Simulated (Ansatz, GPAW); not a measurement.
# Dielectric function and optical constants of Au3IO (model structure), part 3 of 3

Aim: the dielectric function of Au3IO (model structure), and the optical constants that follow from it. The cell was made here by substitution or stacking, whether or not such a phase is known. It was built so: All Ag replaced by Au and S replaced by O in the R3 structure of Ag3SI. The cell is first relaxed with Ansatz.

GPAW 26.7.0; DFT, PBE, plane-wave PAW (GPAW data sets), scalar-relativistic, RPA, optical limit.

So far. Step 3 (Ground state): There is a gap, 1.36 eV on this mesh (points off the mesh can give less), so no carriers' term is needed.

**5. Dielectric function, RPA (continued)**

The reflectivity at normal incidence has structure finer than the step of the table below, so its rows give means over 0.5 eV, whole bins alone (the curve runs from 0 to 13.7 eV). Peaks (eV: height): E ∥ x 3.10: 41.4, 3.94: 40.6, 4.79: 40.2, 5.17: 39.8, 6.39: 36.4, 8.21: 39.0, 9.35: 34.6; E ∥ z 1.84: 28.7, 2.32: 35.5, 3.22: 41.4, 3.64: 42.9, 4.52: 37.6, 5.17: 38.7, 6.55: 26.4.

Sum at mesh points, not converged in k. Reflectivity at normal incidence against photon energy; means over each step:

| photon energy (eV) | E ∥ x (%) | E ∥ z (%) |
| --- | --- | --- |
| 0.5 | 22.9 | 20.7 |
| 1.0 | 24.1 | 21.9 |
| 1.5 | 27.1 | 25.2 |
| 2.0 | 29.1 | 27.5 |
| 2.5 | 30.0 | 30.9 |
| 3.0 | 36.3 | 32.9 |
| 3.5 | 35.0 | 38.7 |
| 4.0 | 37.2 | 27.8 |
| 4.5 | 36.5 | 34.7 |
| 5.0 | 37.0 | 32.6 |
| 5.5 | 34.5 | 30.5 |
| 6.0 | 29.1 | 21.2 |
| 6.5 | 32.2 | 21.7 |
| 7.0 | 28.2 | 20.1 |
| 7.5 | 28.9 | 14.8 |
| 8.0 | 34.6 | 13.3 |
| 8.5 | 32.8 | 12.5 |
| 9.0 | 30.1 | 9.70 |
| 9.5 | 30.7 | 11.8 |
| 10.0 | 23.6 | 14.6 |
| 10.5 | 20.2 | 14.0 |
| 11.0 | 18.0 | 11.3 |
| 11.5 | 17.0 | 10.3 |
| 12.0 | 14.4 | 10.6 |
| 12.5 | 16.8 | 12.2 |
| 13.0 | 14.2 | 12.8 |

The Im ε, E ∥ x has structure finer than the step of the table below, so its rows give means over 0.5 eV, whole bins alone (the curve runs from 0 to 13.7 eV). Peaks (eV: height): without local fields 1.95: 5.19, 2.36: 6.07, 3.14: 14.7, 3.89: 12.6, 4.52: 10.7, 6.28: 6.55; with local fields 1.95: 4.60, 2.36: 5.42, 3.14: 13.0, 3.89: 11.7, 4.52: 9.70, 6.33: 5.66.

Sum at mesh points, not converged in k; values under the direct gap are tails of Lorentzian lines. The Im ε, E ∥ x by photon energy; means over each step:

| photon energy (eV) | without local fields | with local fields |
| --- | --- | --- |
| 0.5 | 0.0350 | 0.0310 |
| 1.0 | 0.0970 | 0.0854 |
| 1.5 | 0.680 | 0.579 |
| 2.0 | 3.52 | 3.09 |
| 2.5 | 5.21 | 4.63 |
| 3.0 | 9.29 | 8.25 |
| 3.5 | 10.3 | 9.39 |
| 4.0 | 10.7 | 9.85 |
| 4.5 | 9.72 | 8.73 |
| 5.0 | 8.20 | 7.25 |
| 5.5 | 6.14 | 5.40 |
| 6.0 | 5.37 | 4.56 |
| 6.5 | 5.24 | 4.59 |
| 7.0 | 4.27 | 3.65 |
| 7.5 | 4.81 | 3.99 |
| 8.0 | 3.97 | 3.56 |
| 8.5 | 2.73 | 2.43 |
| 9.0 | 2.44 | 2.25 |
| 9.5 | 1.83 | 1.71 |
| 10.0 | 1.66 | 1.53 |
| 10.5 | 1.59 | 1.42 |
| 11.0 | 1.53 | 1.39 |
| 11.5 | 1.45 | 1.36 |
| 12.0 | 1.42 | 1.27 |
| 12.5 | 1.40 | 1.33 |
| 13.0 | 1.20 | 1.14 |

The loss function −Im 1/ε at q → 0 has structure finer than the step of the table below, so its rows give means over 0.25 eV, whole bins alone (the curve runs from 0 to 13.7 eV). Peaks (eV: height): E ∥ x 11.710: 0.826, 12.750: 0.927; E ∥ z 7.041: 0.522, 7.612: 0.566, 8.516: 0.553, 9.416: 0.472, 10.735: 0.602, 11.944: 0.605, 13.254: 0.670.

Sum at mesh points, not converged in k; values under the direct gap are tails of Lorentzian lines. Loss function −Im 1/ε at q → 0 against energy loss; means over each step:

| energy loss (eV) | E ∥ x | E ∥ z |
| --- | --- | --- |
| 0.25 | 2.3e-4 | 2.7e-4 |
| 0.50 | 4.7e-4 | 5.5e-4 |
| 0.75 | 7.5e-4 | 8.8e-4 |
| 1.00 | 0.00111 | 0.00130 |
| 1.25 | 0.00176 | 0.00194 |
| 1.50 | 0.00559 | 0.00396 |
| 1.75 | 0.0128 | 0.0178 |
| 2.00 | 0.0328 | 0.0313 |
| 2.25 | 0.0275 | 0.0261 |
| 2.50 | 0.0403 | 0.0567 |
| 2.75 | 0.0332 | 0.0660 |
| 3.00 | 0.0364 | 0.0425 |
| 3.25 | 0.0686 | 0.0700 |
| 3.50 | 0.0705 | 0.0859 |
| 3.75 | 0.0766 | 0.127 |
| 4.00 | 0.0922 | 0.198 |
| 4.25 | 0.108 | 0.128 |
| 4.50 | 0.103 | 0.122 |
| 4.75 | 0.122 | 0.186 |
| 5.00 | 0.143 | 0.175 |
| 5.25 | 0.147 | 0.196 |
| 5.50 | 0.194 | 0.316 |
| 5.75 | 0.197 | 0.351 |
| 6.00 | 0.241 | 0.330 |
| 6.25 | 0.184 | 0.338 |
| 6.50 | 0.229 | 0.320 |
| 6.75 | 0.239 | 0.370 |
| 7.00 | 0.285 | 0.466 |
| 7.25 | 0.269 | 0.465 |
| 7.50 | 0.240 | 0.512 |
| 7.75 | 0.251 | 0.470 |
| 8.00 | 0.256 | 0.421 |
| 8.25 | 0.285 | 0.463 |
| 8.50 | 0.369 | 0.522 |
| 8.75 | 0.382 | 0.505 |
| 9.00 | 0.417 | 0.409 |
| 9.25 | 0.404 | 0.395 |
| 9.50 | 0.512 | 0.414 |
| 9.75 | 0.604 | 0.382 |
| 10.00 | 0.623 | 0.428 |
| 10.25 | 0.663 | 0.461 |
| 10.50 | 0.710 | 0.558 |
| 10.75 | 0.712 | 0.564 |
| 11.00 | 0.701 | 0.525 |
| 11.25 | 0.743 | 0.570 |
| 11.50 | 0.704 | 0.507 |
| 11.75 | 0.800 | 0.512 |
| 12.00 | 0.776 | 0.559 |
| 12.25 | 0.707 | 0.492 |
| 12.50 | 0.741 | 0.508 |
| 12.75 | 0.872 | 0.555 |
| 13.00 | 0.839 | 0.599 |
| 13.25 | 0.875 | 0.652 |
| 13.50 | 0.817 | 0.564 |

At chosen wavelengths:

| wavelength (nm) | n x | k x | R (%) x | 1/α x | n z | k z | R (%) z | 1/α z |
| --- | --- | --- | --- | --- | --- | --- | --- | --- |
| 1550 | 2.88 | 0.010 | 23.5 | 13 µm | 2.71 | 0.009 | 21.2 | 13 µm |
| 1064 | 2.98 | 0.019 | 24.7 | 4.4 µm | 2.81 | 0.018 | 22.5 | 4.6 µm |
| 800 | 3.20 | 0.131 | 27.6 | 487 nm | 3.04 | 0.065 | 25.5 | 982 nm |
| 633 | 3.19 | 0.702 | 29.2 | 72 nm | 2.99 | 0.609 | 26.5 | 83 nm |
| 308 | 2.43 | 1.926 | 37.2 | 13 nm | 1.83 | 1.289 | 24.3 | 19 nm |
| 248 | 1.91 | 1.745 | 33.7 | 11 nm | 1.98 | 1.521 | 29.3 | 13 nm |
| 193 | 1.39 | 1.721 | 36.0 | 8.9 nm | 1.39 | 1.145 | 20.8 | 13 nm |

Below the direct gap, k and the depth come from the tails of the Lorentzian lines, not from transitions.

Rows near the edge hang on the gap, which this functional as a rule makes too small, and phonon-assisted absorption is left out.

**6. Summary of results**

- electronic dielectric constant ε∞, mean over x, y and z (by symmetry where fewer were run) (RPA): 7.59

At this level (PBE, RPA) Au3IO has a mean ε∞ = 7.59 and n = 2.88 at 1550 nm (E ∥ x). The cell grew by 36.5 % in volume. On the mesh the gap is 1.30 eV and the least direct gap 1.36 eV, so on this mesh the band edges lie at different points. Local fields change the static value along x from 8.65 to 7.89 (-9 %). The static values by axis are 7.89 (x), 6.98 (z). Excitons and phonon-assisted transitions are missing; PBE gaps are as a rule too small, which pulls the onset down and ε∞ up. Spin-orbit coupling is left out although heavy atoms are present. The curves end at 14 eV, about where the summed bands run out. The cell grew by 37 % in the relaxation, which can come from the guessed start or, where layers or molecules are weakly bound, from the missing dispersion term; a larger cell lowers ε. In this version of GPAW the matrix elements of the optical limit are incomplete, which can lower ε − 1 by up to a tenth where first-row anions or d states rule, and shift it by more in d metals. The sum runs over mesh points 0.21 Å⁻¹ apart with no interpolation, so peaks are partly noise of the mesh and static values carry its error. Besides steps told in other documents, this task had 1 run with a known fault of program or setting; those not told in a step above aren't shown.

[Hosts, paths, dates, database ids (printed as entryN), source tags and the programs' standing remarks are cut or masked in the printed files.]
